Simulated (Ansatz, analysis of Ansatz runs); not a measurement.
# A hop of H in Li2CdCl4 (Imma), charge +1, part 2 of 4

Wanted: path and barrier of a jump of H in Li2CdCl4 (Imma) at charge +1. The case: H transfer from Cl to Cl, in a cell of 56 host atoms with 1 H put in.

Ansatz 0.2.0; plane-wave PAW DFT, PBEsol; nudged elastic band between two relaxed defect structures at fixed charge in a uniform background.

So far: The system as given; Relaxation of the start point, charge +1.

## (3) Relaxation of the end point, charge +1

Level of this step: plane-wave PAW DFT, PBEsol; relaxation of all atoms of a defect supercell at fixed charge in a uniform background (Ansatz).

The end point is relaxed in the same cell and settings, so that the two energies compare. Atoms more than 3.2 Å from the middle of the hop start where the first relaxation left them, the nearer ones on or close to their ideal places, with small random displacements.

qp1.end/input.yaml reads:

```yaml
crystal:
  lattice:
    - [0.0, 7.62069338, 10.46883164]
    - [7.38023042, 0.0, 10.46883164]
    - [7.38023042, 7.62069338, 0.0]
  atoms:
    - { symbol: Li, position: [0.19917549, 0.44378481, 0.04973705] }
    - { symbol: Li, position: [0.40941301, 0.70285247, 0.29720309] }
[... 1 atom line left out ...]
    - { symbol: Li, position: [0.94171443, 0.1954397, 0.80469062] }
[... 3 atom lines left out ...]
    - { symbol: Li, position: [0.875, 0.375, 0.375] }
[... 2 atom lines left out ...]
    - { symbol: Li, position: [0.625, 0.625, 0.625] }
[... 8 atom lines left out ...]
    - { symbol: Cd, position: [0.7618438, 0.75745567, 0.24245134] }
    - { symbol: Cd, position: [0.00110728, 0.50355933, 0.49649543] }
[... 5 atom lines left out ...]
    - { symbol: Cl, position: [0.63698115, 0.61817834, 0.38182166] }
[... 4 atom lines left out ...]
    - { symbol: Cl, position: [0.99656242, 0.4996538, 0.25343758] }
[... 3 atom lines left out ...]
    - { symbol: Cl, position: [0.86817834, 0.38698115, 0.61301885] }
[... 2 atom lines left out ...]
    - { symbol: Cl, position: [0.7496538, 0.74656242, 0.5003462] }
[... 3 atom lines left out ...]
    - { symbol: Cl, position: [0.50082851, 0.50717524, 0.74933683] }
[... 8 atom lines left out ...]
    - { symbol: Cl, position: [0.75711453, 0.25111328, 0.49244044] }
[... 4 atom lines left out ...]
    - { symbol: H, position: [0.78221, 0.471293, 0.528707] }
total_charge: 1
basis:
  ecutwfc: 420
  xc_grid: 2
hamiltonian:
  xc: pbesol
kpoints:
  mp_grid: { grid: [1, 1, 1], shift: [0.25, 0.25, 0.25] }
scf:
  occupations: { method: fixed }
  max_iter: 100
output:
  forces: true
relax:
  f_tol: 0.02
  max_steps: 70
  random_displacement: { amplitude: 0.01, seed: 40 }
```

Launch:

```console
$ ansatz run input.yaml --threads 4 --pin off --max-ram 14131MiB --backend cpu --events-out ev --progress --plain --runs-dir out
```

Output:

```text
[...]
Crystal: 57 atoms, lattice volume = 1177.586 Å³
Basis set: ecut = 420 eV, 23051 PW (Γ), exchange–correlation on 180×180×144 points (8 copies of the dense FFT grid, shifted against one another)
Bands: 273, of which v1, the nominal top of the filled ones, is band 216 counted from 1 (215 counted from 0)
Symmetry: 1 space group operations
k-points: 1
[...]
SCF iter   1: F=—  HF=-102769.292144 eV  |F-HF|=—  |Δ(HF+E_count)|=         —  Δρ=6.10e-3  dr2=8.92e-1  ethr=1.77e-3  ⟨swp⟩=5.0  Hψ=831  notcnv=0  defer=55
[...]
SCF iter   6: F=-102768.993474 eV  HF=-102768.993472 eV  |F-HF|=1.62e-6  |Δ(HF+E_count)|=   2.23e-5  Δρ=1.63e-5  dr2=4.18e-6  ethr=2.31e-9  ⟨swp⟩=4.0  Hψ=837  notcnv=0
SCF 1 converged in 6 iterations: F = -102768.993474 eV  dr2 = 4.18e-6
[...]
--- Relaxed structure (8 steps of the walk, 8 accepted, 0 SCFs on fresh bases) ---
  F+E_penalty+E_count = -102770.22639919 eV   max|allowed force component| = 1.493e-2 eV/Å
  atoms:
    - { symbol: Li, position: [0.200018, 0.442957, 0.050693] }
    - { symbol: Li, position: [0.443141, 0.692450, 0.307738] }
[...]
- { symbol: Li, position: [0.905273, 0.357573, 0.331962] }
[...]
- { symbol: Li, position: [0.594629, 0.668486, 0.642586] }
[...]
- { symbol: Cd, position: [0.006961, 0.510886, 0.489314] }
[...]
- { symbol: Cl, position: [0.650872, 0.601224, 0.398921] }
[...]
- { symbol: Cl, position: [0.997754, 0.498392, 0.255265] }
[...]
- { symbol: Cl, position: [0.859152, 0.391123, 0.609152] }
    [... 2 atoms left out ...]
    - { symbol: Cl, position: [0.750942, 0.745345, 0.501319] }
    [... 3 atoms left out ...]
    - { symbol: Cl, position: [0.500532, 0.507191, 0.749913] }
    [... 8 atoms left out ...]
    - { symbol: Cl, position: [0.757195, 0.250662, 0.492661] }
    [... 4 atoms left out ...]
    - { symbol: H, position: [0.759890, 0.477899, 0.522395] }
[key lines of the parts left out:]
SCF converged after 5 iterations
Free energy (F): -102770.226399 eV
Fermi energy:    2.601493 eV
```

Run time: 79 s. Hardware: 4 threads of Arm Neoverse V1, shared host; peak memory 1.9 GiB; 5 min of CPU time.

The steps of the relaxation:

```
step  energy less that of the first step (eV)  largest force component (eV/Å)
   1                                   0.0000                          2.0664
   2                                  -0.8187                          1.5626
   3                                  -1.1529                          0.5591
   4                                  -1.1835                          0.7842
   5                                  -1.2230                          0.0657
   6                                  -1.2292                          0.0376
   7                                  -1.2322                          0.0265
   8                                  -1.2329                          0.0149
```

The atoms that moved most (Å, from the sites as typed, ahead of the random displacement):

| atom | dx | dy | dz | length |
| --- | --- | --- | --- | --- |
| Li11 | 0.449 | -0.097 | 0.137 | 0.480 |
| Li8 | -0.448 | -0.097 | 0.134 | 0.477 |
| Li2 | -0.001 | 0.338 | 0.244 | 0.416 |
| Li4 | 0.000 | 0.336 | -0.241 | 0.413 |
| H57 | 0.001 | -0.218 | -0.165 | 0.273 |
| Cl27 | 0.000 | 0.236 | -0.032 | 0.239 |
| Cd20 | 0.000 | -0.010 | -0.139 | 0.139 |
| Cd21 | 0.000 | -0.010 | 0.138 | 0.138 |

Neighbours of H57 at the end:

```csv
atom,distance (Å)
Cl36,1.424
Cl27,1.778
Li8,2.334
Li11,2.334
Cl52,3.074
Cl43,3.074
Cl32,3.268
Cl39,3.268
```

Read from the output:

```
free energy                                                                                       : -102770.2264 eV
r.m.s. move of the farther half of the atoms                                                      : 0.04636 Å
largest move from the ideal geometry of this structure, a common shift of the far atoms taken out : 0.4816 Å
```

The relaxation gained 1.233 eV and ended with a largest force component of 0.015 eV/Å. The end lies 0.002 eV above the start.

(Continued in part 3 of 4.)

[Long decimals in the printed logs are rounded to 6 places.]

[Repeated set-up lines and some long k-point lines are left out of the logs, and relaxed atomic positions are cut to six decimals.]

[Logs are printed without paths, hosts, clocks, repeated set-up lines and the standing remarks that a program may print on its own settings, such as how far it seeks lower states.]

[Hosts, paths, dates, database ids (printed as entryN), source tags and the programs' standing remarks are cut or masked in the printed files.]
